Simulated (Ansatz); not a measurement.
# Vibrations of species on Mo(110)

Aim: bond lengths and vibrational modes of species bound on Mo(110).

Program: Ansatz 0.2.0. Level of theory: DFT PBE, scalar-relativistic, plane waves, PAW; PAW set soft_1. Results are calculated unless marked as measured.

### 1. The bulk crystal behind the slab

The structure is cubic, space group Im-3m (No. 229). The conventional cell has a = 3.160 Å, b = 3.160 Å, c = 3.160 Å, α = 90.00°, β = 90.00°, γ = 90.00°. Nearest to Mo lie 8 Mo at 2.74 Å.

Structure file:

```cif
data_structure
_symmetry_space_group_name_H-M 'Im-3m'
_symmetry_Int_Tables_number 229
_cell_length_a 3.1600
_cell_length_b 3.1600
_cell_length_c 3.1600
_cell_angle_alpha 90.000
_cell_angle_beta 90.000
_cell_angle_gamma 90.000
_cell_volume 31.55
loop_
_atom_site_label
_atom_site_type_symbol
_atom_site_symmetry_multiplicity
_atom_site_Wyckoff_symbol
_atom_site_fract_x
_atom_site_fract_y
_atom_site_fract_z
_atom_site_occupancy
Mo1 Mo 2 a 0.00000 0.00000 0.00000 1
```

### 2. Relaxation of the host

The host crystal is relaxed at the same level, and its volume sets the scale of the cells that follow.

The input, input.yaml:

```yaml
crystal:
  lattice:
    - [-1.58, 1.58, 1.58]
    - [1.58, -1.58, 1.58]
    - [1.58, 1.58, -1.58]
  atoms:
    - { symbol: Mo, position: [0.0, 0.0, 0.0] }
kpoints:
  mp_grid: { grid: [22, 22, 22] }
hamiltonian:
  xc: pbe
  pseudopotentials: { kind: paw, azcp: { folder: soft_1 } }
scf:
  occupations: { method: methfessel_paxton, width: 0.15 }
output:
  forces: true
  stress: true
  eigenvalues: true
relax:
  adjacent_minimum: "off"
  f_tol: 0.002
  max_steps: 60
  cell: { stress_tol: 0.02 }
```

Started as:

```bash
> ansatz run input.yaml --threads 8 --pin off --max-ram 20480MiB --backend cpu --events-out ev --progress --plain --runs-dir out
```

Numbers of over 12 decimals in the logs are rounded to 6 here.

The log of the run:

```text
The last accepted step is kept in <dir> (removed where the run ends without a failure and the disk answers)
Engine: ansatz 0.2.0, x86_64-unknown-linux-gnu
Pseudopotentials: kind: paw
Pseudopotential: Mo, paw, valence charge 14, recommended cutoff 420 eV (normal), soft_1/Mo.paw.azcp
Functional definition: PBE
  parameter kappa = 0.804
  parameter beta = 0.066725
  exchange = pbe_x(kappa = kappa, mu = beta*pi^2/3)
[...]
--- Relaxed structure (3 steps of the walk, 2 accepted, 1 SCFs on fresh bases) ---
  F+E_penalty+E_count = -4956.05511797 eV   max|allowed force component| = 0.000e0 eV/Å   (the final SCF, on the basis selected at the relaxed cell)
  cell:  # Å, volume = 15.7886 Å³
    - [-1.580377, 1.580377, 1.580377]
    - [1.580377, -1.580377, 1.580377]
    - [1.580377, 1.580377, -1.580377]
  atoms:
    - { symbol: Mo, position: [0.0, 0.0, 0.0] }
[key lines of the parts left out:]
SCF converged after 3 iterations
Free energy (F): -4956.055118 eV
Fermi energy:    20.812748 eV
P = ⅓ Tr σ = 0.0006 GPa (0.006 kbar)
```

The job ended after 2.6 s (8 threads of Intel Xeon at 2.70GHz, shared host; peak memory 0.39 GiB; 14 s of CPU time).

Little changed from the start: no atom moved by 0.005 Å and no cell edge by 0.1 %.

Numbers from this step:

| Item | Value |
| --- | --- |
| pressure | 6.11e-4 GPa |
| volume per atom | 15.79 Å³ |
| gap on the k-mesh | 0 eV |

The forces vanish by symmetry.

### 3. Relaxation in the fixed cell: F at the threefold hollow site, 1 monolayer

The slab carries F at the threefold hollow site, 1 monolayer. Its plane takes the lattice constant of the bulk relaxed at this level. The lowest layers are held, and the other atoms relax. The program lengthens the typed cell of 22.9 Å along the normal to 39.6 Å, as its cut-off of the electrostatics needs, and moves no atom.

System of this step: F at the threefold hollow site, 1 monolayer on Mo(110). The cell holds 5 atoms: 4 Mo and 1 F. Cell: a = 3.161 Å, b = 2.737 Å, c = 39.555 Å, α = 90.0°, β = 90.0°, γ = 54.7°. It derives from Mo. Vacuum lies along c.

The input, input.yaml:

```yaml
crystal:
  lattice:
    - [3.1607549426, 0.0, 0.0]
    - [1.5803774713, 2.2349938257, 0.0]
    - [0.0, 0.0, 22.8810951229]
  atoms:
    - { symbol: Mo, position: [0.5, 0.0, 0.32786] }
    - { symbol: Mo, position: [0.0, 0.0, 0.425538] }
    - { symbol: Mo, position: [0.5, 0.0, 0.523217] }
    - { symbol: Mo, position: [0.0, 0.0, 0.620895] }
    - { symbol: F, position: [0.375, 0.25, 0.67214] }
  periodic: [true, true, false]
kpoints:
  mp_grid: { grid: [12, 12, 1] }
hamiltonian:
  xc: pbe
  pseudopotentials: { kind: paw, azcp: { folder: soft_1 } }
scf:
  occupations: { method: methfessel_paxton, width: 0.15 }
output:
  forces: true
  eigenvalues: true
relax:
  adjacent_minimum: "off"
  f_tol: 0.003
  max_steps: 120
  constraints: [{ sites: [0, 1] }]
```

The log of the run:

```text
Warning: crystal.periodic: the lattice vector that does not repeat stood 0.000° off the slab's normal, 22.881 Å along it as the deck builds it. The run solves the slab on a vector along the normal, 39.555 Å long, with every atom where it was (on the deck's vector they left 15.00 Å outside them, and the widest stretch free of ions among them is 2.24 Å). A fractional position that the run reports is one of the run's ce [...]
[...]
crystal.periodic: the lattice vector that does not repeat stood 0.000° off the slab's normal, 22.881 Å along it as the deck builds it. The run solves the slab on a vector along the normal, 39.555 Å long, with every atom where it was (on the deck's vector they left 15.00 Å outside them, and the widest stretch free of ions among them is 2.24 Å). A fractional position that the run reports is one of the run's cell, which [...]
[...]
Crystal: 5 atoms, lattice volume = 279.427 Å³
Basis set: ecut = 420 eV, 5551 PW (Γ), exchange–correlation on 48×40×540 points (8 copies of the dense FFT grid, shifted against one another)
Bands: 38, of which v1, the nominal top of the filled ones, is band 32 counted from 1 (31 counted from 0)
Symmetry: 2 space group operations
[...]
k-points: 43 of 144 (time reversal used)
[...]
SCF iter   1: F=—  HF=-20634.249574 eV  |F-HF|=—  |Δ(HF+E_count)|=         —  Δρ=5.84e-2  dr2=3.24e1  ethr=3.10e-3  ⟨swp⟩=12.0  Hψ=11234  notcnv=0
[...]
SCF iter  11: F=-20630.334015 eV  HF=-20630.334015 eV  |F-HF|=8.68e-8  |Δ(HF+E_count)|=   1.63e-7  S|Δr|=    0.00e0  Δρ=1.92e-6  dr2=1.73e-8  ethr=3.57e-10  ⟨swp⟩=18.3  Hψ=11174  notcnv=0
SCF 1 converged in 11 iterations: F = -20630.334015 eV  dr2 = 1.73e-8
[...]
relax step   1: F+E_penalty+E_count = -20630.33401478 eV  Δ(F+E_penalty+E_count) = +0.000e0 eV  max|allowed force component| = 4.345e0 eV/Å  Δτ_max = 0.0000 Å  (11 SCF iters, dr2 threshold 2.25e-7 eV, accepted)
[...]
SCF iter   6: F=-20630.875884 eV  HF=-20630.875886 eV  |F-HF|=1.25e-6  |Δ(HF+E_count)|=   1.18e-5  S|Δr|=    0.00e0  Δρ=3.16e-5  dr2=5.36e-6  ethr=1.59e-7  ⟨swp⟩=14.5  Hψ=11268  notcnv=0
SCF 2 converged in 6 iterations: F = -20630.875884 eV  dr2 = 5.36e-6
relax step   2: F+E_penalty+E_count = -20630.87588441 eV  Δ(F+E_penalty+E_count) = -5.419e-1 eV  max|allowed force component| = 8.940e-1 eV/Å  Δτ_max = 0.1912 Å  (6 SCF iters, dr2 threshold 1.00e-4 eV, accepted)
[...]
SCF iter   6: F=-20631.025624 eV  HF=-20631.025637 eV  |F-HF|=1.33e-5  |Δ(HF+E_count)|=   2.73e-5  S|Δr|=    0.00e0  Δρ=5.53e-5  dr2=2.20e-5  ethr=7.93e-8  ⟨swp⟩=16.6  Hψ=12218  notcnv=0
SCF 3 converged in 6 iterations: F = -20631.025624 eV  dr2 = 2.20e-5
relax step   3: F+E_penalty+E_count = -20631.02562379 eV  Δ(F+E_penalty+E_count) = -1.497e-1 eV  max|allowed force component| = 2.181e-1 eV/Å  Δτ_max = 0.1915 Å  (6 SCF iters, dr2 threshold 4.99e-5 eV, accepted)
[...]
relax step   4: F+E_penalty+E_count = -20631.03311659 eV  Δ(F+E_penalty+E_count) = -7.493e-3 eV  max|allowed force component| = 1.102e-1 eV/Å  Δτ_max = 0.0434 Å  (6 SCF iters, dr2 threshold 2.97e-6 eV, accepted)
[...]
relax step   5: F+E_penalty+E_count = -20631.03469343 eV  Δ(F+E_penalty+E_count) = -1.577e-3 eV  max|allowed force component| = 2.940e-2 eV/Å  Δτ_max = 0.0359 Å  (5 SCF iters, dr2 threshold 7.59e-7 eV, accepted)
[...]
relax step   6: F+E_penalty+E_count = -20631.03472821 eV  Δ(F+E_penalty+E_count) = -3.478e-5 eV  max|allowed force component| = 3.209e-3 eV/Å  Δτ_max = 0.0036 Å  (6 SCF iters, dr2 threshold 6.15e-8 eV, accepted)
SCF iter   1: F=—  HF=-20631.034657 eV  |F-HF|=—  |Δ(HF+E_count)|=         —  Δρ=6.06e-5  dr2=1.90e-5  ethr=5.19e-7  ⟨swp⟩=2.0  Hψ=2886  notcnv=0
[...]
SCF iter   5: F=-20631.034729 eV  HF=-20631.034729 eV  |F-HF|=4.12e-8  |Δ(HF+E_count)|=   2.54e-8  S|Δr|=    0.00e0  Δρ=4.40e-7  dr2=1.36e-9  ethr=1.43e-11  ⟨swp⟩=11.3  Hψ=9781  notcnv=0
SCF 7 converged in 5 iterations: F = -20631.034729 eV  dr2 = 1.36e-9
relax step   7: F+E_penalty+E_count = -20631.03472935 eV  Δ(F+E_penalty+E_count) = -1.136e-6 eV  max|allowed force component| = 1.819e-4 eV/Å  Δτ_max = 0.0010 Å  (5 SCF iters, accepted)
SCF converged after 5 iterations
[...]
Free energy (F): -20631.034729 eV
[...]
Internal energy: -20631.035361 eV  (E = F + TS)
E sigma→0 (E₀):  -20631.034887 eV
Entropy (-TS):   0.000632 eV (0.126 meV/atom)
Fermi energy:    -5.091592 eV
[...]
--- Forces (eV/Å), atoms counted from 1 ---
  atom   1  Mo     0.00000000    -0.00016869     0.62192041
  atom   2  Mo    -0.00000000     0.00009799    -0.62196480
  atom   3  Mo     0.00000000    -0.00002034     0.00003788
  atom   4  Mo     0.00000000     0.00018194     0.00016911
  atom   5  F     -0.00000000    -0.00009410    -0.00015589
  max |Σ_I F_I| component: 6.71e-6 eV/Å
--- Band table (eV; the first three rows and the last of 43) ---
  k-point 0: bands = [... 28 lower, -6.5929, -6.5131, -6.0927, -5.9615, -4.8711, -4.4315, -4.2650, -3.8470, ... 2 higher]
  k-point 1: bands = [... 28 lower, -6.4840, -6.4185, -6.2476, -6.1411, -5.2683, -4.9489, -4.8719, -4.4387, ... 2 higher]
  k-point 2: bands = [... 28 lower, -6.6504, -6.4524, -6.2121, -5.8715, -5.6713, -5.5840, -5.2087, -5.0672, ... 2 higher]
  k-point 42: bands = [... 28 lower, -6.5897, -6.3964, -6.1133, -5.8301, -4.9311, -4.3667, -3.7965, -3.4953, ... 2 higher]
--- Relaxed structure (7 steps of the walk, 7 accepted, 0 SCFs on fresh bases) ---
  F+E_penalty+E_count = -20631.03472935 eV   max|allowed force component| = 1.819e-4 eV/Å
  cell:  # Å, volume = 279.4272 Å³
    - [3.1607549426, 0.0, 0.0]
    - [1.5803774713, 2.2349938257, 0.0]
    - [0.0, 0.0, 39.555007]
  atoms:
    - { symbol: Mo, position: [0.500000, 0.0, 0.189655] }
    - { symbol: Mo, position: [0.0, 0.0, 0.246158] }
    - { symbol: Mo, position: [0.503666, -0.00733106, 0.302777] }
    - { symbol: Mo, position: [0.021724, -0.043447, 0.357433] }
    - { symbol: F, position: [0.350095, 0.299811, 0.395213] }
```

Elapsed: 46 s, on 8 threads; peak memory 1 GiB.

This run has no spin polarisation although its electron count is odd.

Step by step:

| step | energy less that of the first step (eV) | largest force component (eV/Å) |
| --- | --- | --- |
| 1 | 0.0000 | 4.3448 |
| 2 | -0.5419 | 0.8940 |
| 3 | -0.6916 | 0.2181 |
| 4 | -0.6991 | 0.1102 |
| 5 | -0.7007 | 0.0294 |
| 6 | -0.7007 | 0.0032 |
| 7 | -0.7007 | 0.0002 |

The run keeps the 2 symmetry operations that it works with, so distortions that break them were not tested.

The atoms that moved most (Å):

| atom | dx | dy | dz | length |
| --- | --- | --- | --- | --- |
| F5 | 0.000 | 0.111 | 0.253 | 0.277 |
| Mo4 | 0.000 | -0.097 | -0.069 | 0.119 |
| Mo3 | 0.000 | -0.016 | 0.005 | 0.017 |

Final coordinates:

```xyz
5
Lattice="3.1608 0.0000 0.0000 1.5804 2.2350 0.0000 0.0000 0.0000 39.5550" Properties=species:S:1:pos:R:3
Mo    1.5804    0.0000    7.5018
Mo    0.0000    0.0000    9.7368
Mo    1.5804   -0.0164   11.9764
Mo    0.0000   -0.0971   14.1382
F     1.5804    0.6701   15.6326
```

The largest force component left on a free atom is 0.18 meV/Å.

### 4. Force constants among chosen sites: F at the threefold hollow site, 1 monolayer

Only 2 sites are displaced (1 Mo and 1 F), with their periodic images, and all others stay at rest. This gives the modes that are localised on these sites for less work than the whole matrix.

input.yaml, the sections that differ from step 3:

```yaml
crystal:
  lattice:
    - [3.1607549426, 0.0, 0.0]
    - [1.5803774713, 2.2349938257, 0.0]
    - [0.0, 0.0, 39.5550068578]
  atoms:
    - { symbol: Mo, position: [0.5, 0.0, 0.189654773] }
    - { symbol: Mo, position: [0.0, 0.0, 0.2461578503] }
    - { symbol: Mo, position: [0.503665528, -0.007331056, 0.3027774805] }
    - { symbol: Mo, position: [0.0217235576, -0.0434471152, 0.3574325129] }
    - { symbol: F, position: [0.3500946119, 0.2998107763, 0.3952126996] }
  periodic: [true, true, false]
output:
  eigenvalues: true
phonons:
  method: fd
  supercell: [1, 1, 1]
  displaced_sites: [3, 4]
  rigid_motions: translations
# kpoints, hamiltonian, scf: as in step 3
# relax: removed
```

The log of the run:

```text
[...]
Crystal: 5 atoms, lattice volume = 279.427 Å³
Basis set: ecut = 420 eV, 5551 PW (Γ), exchange–correlation on 48×40×540 points (8 copies of the dense FFT grid, shifted against one another)
Bands: 38, of which v1, the nominal top of the filled ones, is band 32 counted from 1 (31 counted from 0)
Symmetry: 2 space group operations
k-points: 43 of 144 (time reversal used)
[...]
SCF iter   1: F=—  HF=-20634.769725 eV  |F-HF|=—  |Δ(HF+E_count)|=         —  Δρ=5.89e-2  dr2=2.06e1  ethr=3.10e-3  ⟨swp⟩=11.9  Hψ=11141  notcnv=0
[...]
SCF iter  13: F=-20631.034729 eV  HF=-20631.034729 eV  |F-HF|=1.89e-9  |Δ(HF+E_count)|=   7.53e-9  S|Δr|=    0.00e0  Δρ=9.49e-8  dr2=4.07e-11  ethr=1.00e-12  ⟨swp⟩=15.5  Hψ=12664  notcnv=0
SCF 1 converged in 13 iterations: F = -20631.034729 eV  dr2 = 4.07e-11
[...]
SCF iter   8: F=-20631.034704 eV  HF=-20631.034704 eV  |F-HF|=5.46e-11  |Δ(HF+E_count)|=   2.17e-9  S|Δr|=    0.00e0  Δρ=1.89e-8  dr2=1.27e-12  ethr=1.00e-12  ⟨swp⟩=11.4  Hψ=12061  notcnv=0
SCF 2 converged in 8 iterations: F = -20631.034704 eV  dr2 = 1.27e-12
[...]
SCF iter   5: F=-20631.034703 eV  HF=-20631.034703 eV  |F-HF|=5.09e-11  |Δ(HF+E_count)|=  6.55e-11  S|Δr|=    0.00e0  Δρ=1.80e-8  dr2=1.01e-12  ethr=1.00e-12  ⟨swp⟩=11.6  Hψ=12018  notcnv=0
SCF 3 converged in 5 iterations: F = -20631.034703 eV  dr2 = 1.01e-12
Symmetry: 1 space group operations
k-points: 74 of 144 (time reversal used)
[...]
SCF iter   9: F=-20631.034697 eV  HF=-20631.034697 eV  |F-HF|=3.27e-11  |Δ(HF+E_count)|=  4.73e-10  S|Δr|=    0.00e0  Δρ=1.97e-8  dr2=1.29e-12  ethr=1.00e-12  ⟨swp⟩=11.4  Hψ=20358  notcnv=0
SCF 4 converged in 9 iterations: F = -20631.034697 eV  dr2 = 1.29e-12
[...]
SCF iter   5: F=-20631.034697 eV  HF=-20631.034697 eV  |F-HF|=0.00e0  |Δ(HF+E_count)|=  7.28e-12  S|Δr|=    0.00e0  Δρ=1.96e-8  dr2=2.84e-12  ethr=1.00e-12  ⟨swp⟩=11.6  Hψ=20539  notcnv=0
SCF 5 converged in 5 iterations: F = -20631.034697 eV  dr2 = 2.84e-12
[...]
SCF iter   7: F=-20631.034715 eV  HF=-20631.034715 eV  |F-HF|=6.11e-10  |Δ(HF+E_count)|=   1.57e-9  S|Δr|=    0.00e0  Δρ=2.87e-8  dr2=3.26e-12  ethr=1.00e-12  ⟨swp⟩=11.5  Hψ=11892  notcnv=0
SCF 6 converged in 7 iterations: F = -20631.034715 eV  dr2 = 3.26e-12
[...]
SCF iter   5: F=-20631.034715 eV  HF=-20631.034715 eV  |F-HF|=8.73e-11  |Δ(HF+E_count)|=  3.42e-10  S|Δr|=    0.00e0  Δρ=2.38e-8  dr2=1.42e-12  ethr=1.00e-12  ⟨swp⟩=11.3  Hψ=11689  notcnv=0
SCF 7 converged in 5 iterations: F = -20631.034715 eV  dr2 = 1.42e-12
[...]
SCF iter   9: F=-20631.034709 eV  HF=-20631.034709 eV  |F-HF|=3.71e-10  |Δ(HF+E_count)|=  5.78e-10  S|Δr|=    0.00e0  Δρ=1.84e-8  dr2=1.07e-12  ethr=1.00e-12  ⟨swp⟩=8.8  Hψ=18057  notcnv=0
SCF 8 converged in 9 iterations: F = -20631.034709 eV  dr2 = 1.07e-12
[...]
SCF iter   5: F=-20631.034709 eV  HF=-20631.034709 eV  |F-HF|=1.49e-10  |Δ(HF+E_count)|=   1.11e-9  S|Δr|=    0.00e0  Δρ=2.48e-8  dr2=1.57e-12  ethr=1.00e-12  ⟨swp⟩=11.3  Hψ=20005  notcnv=0
SCF 9 converged in 5 iterations: F = -20631.034709 eV  dr2 = 1.57e-12
SCF converged after 13 iterations
[...]
Free energy (F): -20631.034729 eV
[...]
Internal energy: -20631.035361 eV  (E = F + TS)
E sigma→0 (E₀):  -20631.034887 eV
Entropy (-TS):   0.000632 eV (0.126 meV/atom)
Fermi energy:    -5.091571 eV
[...]
--- Forces (eV/Å), atoms counted from 1 ---
  atom   1  Mo     0.00000000    -0.00016844     0.62193022
  atom   2  Mo     0.00000000     0.00009743    -0.62197317
  atom   3  Mo     0.00000000    -0.00002137     0.00003424
  atom   4  Mo     0.00000000     0.00018618     0.00013477
  atom   5  F      0.00000000    -0.00009408    -0.00012395
  max |Σ_I F_I| component: 2.11e-6 eV/Å
--- Band table (eV; the first three rows and the last of 43) ---
  k-point 0: bands = [... 28 lower, -6.5929, -6.5130, -6.0927, -5.9615, -4.8711, -4.4315, -4.2650, -3.8470, ... 2 higher]
  k-point 1: bands = [... 28 lower, -6.4840, -6.4184, -6.2475, -6.1411, -5.2682, -4.9489, -4.8719, -4.4387, ... 2 higher]
  k-point 2: bands = [... 28 lower, -6.6503, -6.4524, -6.2121, -5.8714, -5.6713, -5.5840, -5.2087, -5.0672, ... 2 higher]
  k-point 42: bands = [... 28 lower, -6.5897, -6.3963, -6.1132, -5.8301, -4.9311, -4.3667, -3.7965, -3.4953, ... 2 higher]
--- Phonons: 8 displaced members + reference (amplitude 0.0025 Å, Σ member SCF iterations 53) ---
  symmetry images taken by strict's conditions (phonons.symmetry_images: auto; settled by no image being taken that strict refuses)
  force constants formed among 2 of 5 sites (Mo 3, F 4); the other 3 at rest. The modes move the named sites alone.
  the frequencies, the zero-point energy and the sums are of the block with the acoustic sum rule laid on its rows. Row sums over every site: 1.1e-4 eV/Å² at the most
  transpose residual: 1.9e-4 eV/Å²
  largest component of a force at the reference: 1.9e-4 eV/Å on a named site, 6.2e-1 eV/Å on a site at rest
  frequencies among the named sites at Γ of the cell (cm⁻¹): 15.37 79.66 87.52 133.95 254.02 484.81
  unstable modes among the named sites: 0
  frequencies as built, with no sum rule (cm⁻¹): 15.36 79.66 87.52 133.95 254.02 484.81
  zero-point energy: 0.065423 eV/cell   skipped modes (ω ≤ 0): 0
  not written: the harmonic force-constant file, the file of eigenvectors (these modes' are written with the force constants), the density of states and the dispersion, which are of every site
```

It took 67 s on 8 threads; peak memory 1.3 GiB; 8.1 min of CPU time.

This run has no spin polarisation, although Mo can carry a moment.

The other atoms of the cell are at rest; shares are of the kinetic energy, a minus sign marks an imaginary mode, and where like sites share a mode the one named is one choice of several. Modes of the displaced sites:

| mode | frequency (cm⁻¹) | share of Mo (%) | share of F (%) | site with the largest share | its share (%) |
| --- | --- | --- | --- | --- | --- |
| 1 | 15.4 | 47 | 53 | F5 | 53 |
| 2 | 79.7 | 53 | 47 | Mo4 | 53 |
| 3 | 87.5 | 77 | 23 | Mo4 | 77 |
| 4 | 133.9 | 81 | 19 | Mo4 | 81 |
| 5 | 254.0 | 23 | 77 | F5 | 77 |
| 6 | 484.8 | 18 | 82 | F5 | 82 |

The highest mode of the block lies at 484.8 cm⁻¹; the acoustic sum rule moved it by 0.0 cm⁻¹.

[end of part 1 of 2]

[Logs are printed without paths, hosts, clocks, repeated set-up lines and the standing remarks that a program may print on its own settings, such as how far it seeks lower states.]

[Hosts, paths, dates, database ids (printed as entryN), source tags and the programs' standing remarks are cut or masked in the printed files.]
